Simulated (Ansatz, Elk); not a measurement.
# Bonding as seen by X-rays: LiCdCl3

The structure of LiCdCl3 used here is made up (a known structure type with other elements) and was relaxed beforehand with PBEsol. The aim is the Fourier transform of its all-electron density, F(hkl), set beside the sum over free spherical atoms that refinements use.

Main program and level: Elk 11.2.3 (patched build); DFT, PBE, all-electron APW+lo, Dirac cores, scalar-relativistic bands, static density, no spin.

The structure was built from a prototype and need not be the compound's stable phase.

## 1. Set-up

The structure is tetragonal, space group P4mm (No. 99). Conventional cell: a = 4.767 Å, b = 4.767 Å, c = 6.188 Å, α = 90.00°, β = 90.00°, γ = 90.00°. Nearest to Cd lie 5 Cl at 2.36 to 2.62 Å. Nearest to Cl lie 2 Li at 2.51 Å and 2 Cd at 2.62 Å. Cl has 1 Cd at 2.36 Å nearest. Nearest to Li lie 4 Cl at 2.51 Å. Farther neighbours and most contacts between anions are not listed.

## 2. Ground state and structure factors

An all-electron density is needed, since X-rays see the cores too. Task 0 finds the density and task 195 Fourier-transforms it; tshift is off so that phases refer to the origin typed.

elk.in

```
tasks
  0
  195

xctype
  20

spinpol
  .false.

rgkmax
  7.0

gmaxvr
  14.0

lmaxo
  7

lmaxapw
  8

swidth
  0.002

tshift
  .false.

ramdisk
  .false.

hmaxvr
  5.5

maxscl
  120

epspot
  1e-06

sppath
  './'

avec
  9.00870859024 -0.00000000000 -0.00000000000
  0.00000000000 9.00870859024 0.00000000000
  -0.00000000000 0.00000000000 11.69420176442

atoms
  3
  'Cd.in'
  1
  0.5000000000 0.5000000000 0.4458583097   0.000000 0.000000 0.000000
  'Cl.in'
  3
  0.5000000000 0.0000000000 0.6213746978   0.000000 0.000000 0.000000
  -0.0000000000 0.5000000000 0.6213746978   0.000000 0.000000 0.000000
  0.5000000000 0.5000000000 1.0643001004   0.000000 0.000000 0.000000
  'Li.in'
  1
  -0.0000000000 -0.0000000000 0.7469921943   0.000000 0.000000 0.000000

ngridk
  5 5 4
```

Run with:

```
OMP_NUM_THREADS=4 elk
```

Numbers of over 12 decimals in the logs are rounded to 6 here.

Log:

```text
┌─────────────────────────┐
│ Elk code version 11.2.3 │
└─────────────────────────┘

All units are atomic (Hartree, Bohr, etc.)

┌─────────────────────────────────────────────────┐
│ Ground-state run starting from atomic densities │
└─────────────────────────────────────────────────┘

Lattice vectors :
   9.008708590      -0.000000000      -0.000000000
   0.000000000       9.008708590       0.000000000
  -0.000000000       0.000000000       11.69420176

Reciprocal lattice vectors :
  0.6974568268      -0.000000000       0.000000000
   0.000000000      0.6974568268       0.000000000
   0.000000000      -0.000000000      0.5372906534

Unit cell volume      :    949.0643500
Brillouin zone volume :   0.2613629028

Muffin-tin inner radius fraction :   0.1000000000E-01

Nuclei treated as point charges

Species : 1 (Cd)
 parameters loaded from : Cd.in
 name : cadmium
 nuclear charge    :   -48.00000000
 electronic charge :    48.00000000
 atomic mass :    204912.7176
 muffin-tin radius :    2.389843454
 number of radial points in muffin-tin :   1193
 inner part over the whole radius :   0.9948051078E-02
 number on inner part of muffin-tin    :    848
 approximate nuclear radius :   0.8708852602E-04
 number of mesh points to nuclear radius :    428
 atomic positions (lattice), magnetic fields (Cartesian) :
  1 :   0.50000000  0.50000000  0.44585831    0.00000000  0.00000000  0.00000000

Species : 2 (Cl)
 parameters loaded from : Cl.in
 name : chlorine
 nuclear charge    :   -17.00000000
 electronic charge :    17.00000000
 atomic mass :    64626.86550
 muffin-tin radius :    2.022175230
 number of radial points in muffin-tin :    793
 inner part over the whole radius :   0.9861325872E-02
 number on inner part of muffin-tin    :    553
 approximate nuclear radius :   0.6305718926E-04
 number of mesh points to nuclear radius :    254
 atomic positions (lattice), magnetic fields (Cartesian) :
  1 :   0.50000000  0.00000000  0.62137470    0.00000000  0.00000000  0.00000000
  2 :   0.00000000  0.50000000  0.62137470    0.00000000  0.00000000  0.00000000
  3 :   0.50000000  0.50000000  0.06430010    0.00000000  0.00000000  0.00000000

Species : 3 (Li)
 parameters loaded from : Li.in
 name : lithium
 nuclear charge    :   -3.000000000
 electronic charge :    3.000000000
 atomic mass :    12652.66898
 muffin-tin radius :    1.800000000
 number of radial points in muffin-tin :    593
 inner part over the whole radius :   0.9806707936E-02
 number on inner part of muffin-tin    :    401
 approximate nuclear radius :   0.4000070961E-04
 number of mesh points to nuclear radius :    148
 atomic positions (lattice), magnetic fields (Cartesian) :
  1 :   0.00000000  0.00000000  0.74699219    0.00000000  0.00000000  0.00000000

Total number of atoms per unit cell :    5
Total muffin-tin volume :    185.5149372
 ratio of muffin-tin to unit cell volume :   0.1954714000

Spin treatment :
 spin-unpolarised

Number of Bravais lattice symmetries :   16
Number of crystal symmetries         :    8
Crystal has no inversion symmetry
Complex Hermitian eigensolver will be used

k-point grid :      5     5     4
k-point offset :    0.000000000       0.000000000       0.000000000
k-point set is reduced with full crystal symmetry group
Total number of k-points :       24

Muffin-tin radius times maximum |G+k| :    7.000000000
 using average radius
Maximum |G+k| for APW functions       :    3.412513679
Maximum (1/2)|G+k|²                   :    5.822624803
Maximum |G| for potential and density :    14.00000000
Constant for pseudocharge density :    8
 order of it for each species :   15  15  15
 order of it for pair densities of each species (exact exchange by exxq0 0: 16) :   13   9   6
Radial integration step length :    1

G-vector grid sizes :     42    42    54
Number of G-vectors :    43901

Maximum angular momentum used for
 APW functions            :    8
 outer part of muffin-tin :    7
 inner part of muffin-tin :    2

Total nuclear charge    :   -102.0000000
[...]
(states/Hartree/unit cell)

Estimated indirect band gap :   0.1367285796
 from k-point 6 to k-point 1
Estimated direct band gap   :   0.1478750735
 at k-point 1

Charges :
 core                        :    60.00000000
 valence                     :    42.00000000
 interstitial                :    8.177170731
 muffin-tins (core leakage)
  species : 1 (Cd)
   atom 1                    :    45.90894931     (  0.7673542257E-03)
  species : 2 (Cl)
   atom 1                    :    15.25835781     (  0.5733137505E-04)
[...]
species : 3 (Li)
   atom 1                    :    2.078758880     (   0.000000000    )
 total in muffin-tins        :    93.82282927
 total calculated charge     :    101.9988831
 total charge                :    102.0000000
 error                       :   0.1116919467E-02

RMS change in Kohn-Sham potential (target) :    5.571895327     (  0.1000000000E-05)
Absolute change in total energy (target)   :    3.513124220     (  0.1000000000E-03)

[... loops 3 to 14 left out ...]

┌──────────────────┐
│ Loop number : 15 │
└──────────────────┘

Energies :
 Fermi                       :     0.20613839085906E-01
 sum of occupied eigenvalues :     -4155.5081221464
 electron kinetic            :      7266.3439939371
 core electron kinetic       :      7015.8178072719
 Coulomb                     :     -14013.328291148
 Coulomb potential           :     -11108.066671366
 nuclear-nuclear             :     -555.74012895284
 electron-nuclear            :     -15815.926371864
 Hartree                     :      2358.3382096681
 Madelung                    :     -8459.2949554654
 xc potential                :     -313.78544471749
 exchange                    :     -236.63676875026
 correlation                 :     -4.648235
 electron entropic           :    -0.49261656739690E-11
 total energy                :     -6988.2693013914

Density of states at Fermi energy :   0.4985705455E-07
 (states/Hartree/unit cell)

Estimated indirect band gap :   0.9896459011E-01
 from k-point 3 to k-point 1
Estimated direct band gap   :   0.9972598432E-01
 at k-point 1

Charges :
 core                        :    60.00000000
 valence                     :    42.00000000
 interstitial                :    8.328912497
 muffin-tins (core leakage)
  species : 1 (Cd)
[...]
species : 2 (Cl)
[...]
species : 3 (Li)
   atom 1                    :    2.081327860     (   0.000000000    )
 total in muffin-tins        :    93.67108750
 total calculated charge     :    101.9989301
 total charge                :    102.0000000
 error                       :   0.1069946302E-02

RMS change in Kohn-Sham potential (target) :   0.1786569832E-06 (  0.1000000000E-05)
Absolute change in total energy (target)   :   0.6816119821E-05 (  0.1000000000E-03)

Convergence targets achieved

┌──────────────────┐
│ Loop number : 16 │
└──────────────────┘

Energies :
 Fermi                       :     0.20613829929584E-01
 sum of occupied eigenvalues :     -4155.5081226612
 electron kinetic            :      7266.3439952780
 core electron kinetic       :      7015.8178084010
 Coulomb                     :     -14013.328292877
 Coulomb potential           :     -11108.066673432
 nuclear-nuclear             :     -555.74012895284
 electron-nuclear            :     -15815.926373247
 Hartree                     :      2358.3382093224
 Madelung                    :     -8459.2949561614
 xc potential                :     -313.78544450750
 exchange                    :     -236.63676880703
 correlation                 :     -4.648235
 electron entropic           :    -0.49261665007139E-11
 total energy                :     -6988.2693018356

Density of states at Fermi energy :   0.4985706328E-07
 (states/Hartree/unit cell)

Estimated indirect band gap :   0.9896460738E-01
 from k-point 3 to k-point 1
Estimated direct band gap   :   0.9972600129E-01
 at k-point 1

Charges :
 core                        :    60.00000000
 valence                     :    42.00000000
 interstitial                :    8.328912441
 muffin-tins (core leakage)
  species : 1 (Cd)
[...]
species : 2 (Cl)
   atom 1                    :    15.16466223     (  0.5795656625E-04)
   atom 2                    :    15.16466223     (  0.5795656625E-04)
   atom 3                    :    15.12993995     (  0.5771801574E-04)
  species : 3 (Li)
   atom 1                    :    2.081327861     (   0.000000000    )
 total in muffin-tins        :    93.67108756
 total calculated charge     :    101.9989301
 total charge                :    102.0000000
 error                       :   0.1069946337E-02

┌──────────────────────────────┐
│ Self-consistent loop stopped │
└──────────────────────────────┘

Warning : core states of species 1 leak from the muffin-tin :   0.7429309811E-03

Wrote STATE.OUT
```

Elapsed: 44 s, on 4 threads of Intel Xeon 6975P-C (Granite Rapids), shared host; peak memory 0.23 GiB; 2.3 min of CPU time.

SFACRHO.OUT:

```text

h k l indices transformed by vhmat matrix:
   1.000000000       0.000000000       0.000000000    
   0.000000000       1.000000000       0.000000000    
   0.000000000       0.000000000       1.000000000    

      h      k      l  multipl.   |H|            Re(F)            Im(F)           |F|

      0      0      0      1   0.0000000       102.00000      0.32904457E-15   102.00000    
      0      0     -1      1  0.53729065      -51.382057       2.8803112       51.462725    
      0      0      1      1  0.53729065      -51.382057      -2.8803112       51.462725    
     -1      0      0      4  0.69745683      -57.507473      0.21507619E-13   57.507473    
      0     -1     -1      4  0.88041313       27.044185       22.036442       34.885422    
      0      1      1      4  0.88041313       27.044185      -22.036442       34.885422    
      1      1      0      4  0.98635290       29.904315      0.26489104E-13   29.904315    
      0      0     -2      1   1.0745813       40.547822      -10.726358       41.942588    
      0      0      2      1   1.0745813       40.547822       10.726358       41.942588    
     -1     -1     -1      4   1.1231978      -7.4400736      -35.043610       35.824702    
      1     -1      1      4   1.1231978      -7.4400736       35.043610       35.824702    
      0     -1      2      4   1.2810820      -40.875396       15.929357       43.869607    
      0     -1     -2      4   1.2810820      -40.875396      -15.929357       43.869607    
     -2      0      0      4   1.3949137       75.281172     -0.38248649E-13   75.281172    
      1     -1     -2      4   1.4586353       34.455407       38.304225       51.520761    
      1      1      2      4   1.4586353       34.455407      -38.304225       51.520761    
     -2      0     -1      4   1.4948128      -41.334694      0.33275285       41.336033    
      0     -2      1      4   1.4948128      -41.334694     -0.33275285       41.336033
```

Elk indexes on the primitive cell of elk.in and gives |H| = 4π sin θ/λ in inverse bohr. Below, one row stands for each form hkl of the conventional cell (m members, Friedel mates merged), F is for one primitive cell and the density is static (no thermal factor). Free-atom factors are Waasmaier and Kirfel's, and R is Σm||F|−|F'||/Σm|F|.

```
hkl   m  sin θ/λ (Å⁻¹)  abs F, DFT  neutral atoms   diff.  abs of complex diff.    ions   diff.
001   2          0.081      51.463         51.593  -0.130                 0.207  50.836  +0.627
100   4          0.105      57.508         57.438  +0.069                 0.069  57.305  +0.203
101   8          0.132      34.885         35.094  -0.208                 0.400  34.504  +0.382
110   4          0.148      29.904         30.282  -0.378                 0.378  29.799  +0.106
002   2          0.162      41.943         41.759  +0.184                 0.652  41.808  +0.135
111   8          0.169      35.825         35.663  +0.162                 0.445  35.688  +0.137
102   8          0.193      43.870         43.829  +0.041                 0.103  43.840  +0.029
200   4          0.210      75.281         75.178  +0.103                 0.103  75.188  +0.093
112   8          0.219      51.521         51.555  -0.034                 0.082  51.562  -0.041
201   8          0.225      41.336         41.290  +0.046                 0.046  41.342  -0.006
210   8          0.234      46.287         46.257  +0.030                 0.030  46.278  +0.009
003   2          0.242      26.533         26.538  -0.005                 0.016  26.671  -0.138
211  16          0.248      30.065         30.083  -0.018                 0.037  30.212  -0.147
103   8          0.264      40.870         40.872  -0.002                 0.067  40.915  -0.045
202   8          0.265      34.279         34.311  -0.031                 0.037  34.295  -0.016
113   8          0.284      61.158         61.167  -0.009                 0.017  61.140  +0.018
212  16          0.285      37.594         37.684  -0.090                 0.095  37.770  -0.176
220   4          0.297      63.718         63.861  -0.143                 0.143  63.812  -0.094
```

The ions are Li+, Cd2+ and Cl−, by formal charge.

## 3. The highest occupied states alone

An energy window below the Fermi level keeps the highest occupied states, to see at which angles they scatter; shallow core shells can lie inside it and anion s states outside. No new self-consistency is needed.

elk.in: that of step 2 with these lines changed.

```diff
@@ -1,3 +1,2 @@
 tasks
-  0
   195
@@ -40,2 +39,5 @@
 
+wsfac
+  -0.530630 0.320610
+
 sppath
```

Run with:

```
OMP_NUM_THREADS=4 elk
```

Log:

```text
┌─────────────────────────────────┐
│ Elk code version 11.2.3 started │
└─────────────────────────────────┘

Info(readinput): the functional depends on the density's gradient
 muffin-tin radial points multiplied by    2.00000
 (not where nrmtscf is given)

┌────────────────────┐
│ Current task : 195 │
└────────────────────┘
Info(checkmt): changed muffin-tin radius of species 1 (Cd) from   2.6000 to   2.3898
Info(checkmt): changed muffin-tin radius of species 2 (Cl) from   2.2000 to   2.0222

Info(sfacrho): density structure factors written to SFACRHO.OUT

 Energy window :  -0.5306300000      0.3206100000

┌──────────────────┐
│ Elk code stopped │
└──────────────────┘
```

The job ended after 8.7 s (4 threads; peak memory 0.18 GiB; 10 s of CPU time).

States within 15 eV below the Fermi level hold 32.32 electrons; any levels below the window count with the cores, and a count that is not whole means the window cuts a band. Their amplitudes can exceed the total, where window and core parts have opposite phase:

```
hkl  sin θ/λ (Å⁻¹)  abs F, window  abs F, all
001          0.081         11.759      51.463
100          0.105         14.393      57.508
101          0.132          5.818      34.885
110          0.148          4.396      29.904
002          0.162          9.520      41.943
111          0.169          7.927      35.825
102          0.193          6.821      43.870
200          0.210         11.660      75.281
112          0.219          7.390      51.521
201          0.225          5.343      41.336
```

(Continued in part 2 of 2.)

[Logs are printed without paths, hosts, clocks, repeated set-up lines and the standing remarks that a program may print on its own settings, such as how far it seeks lower states.]

[Hosts, paths, dates, database ids (printed as entryN), source tags and the programs' standing remarks are cut or masked in the printed files.]
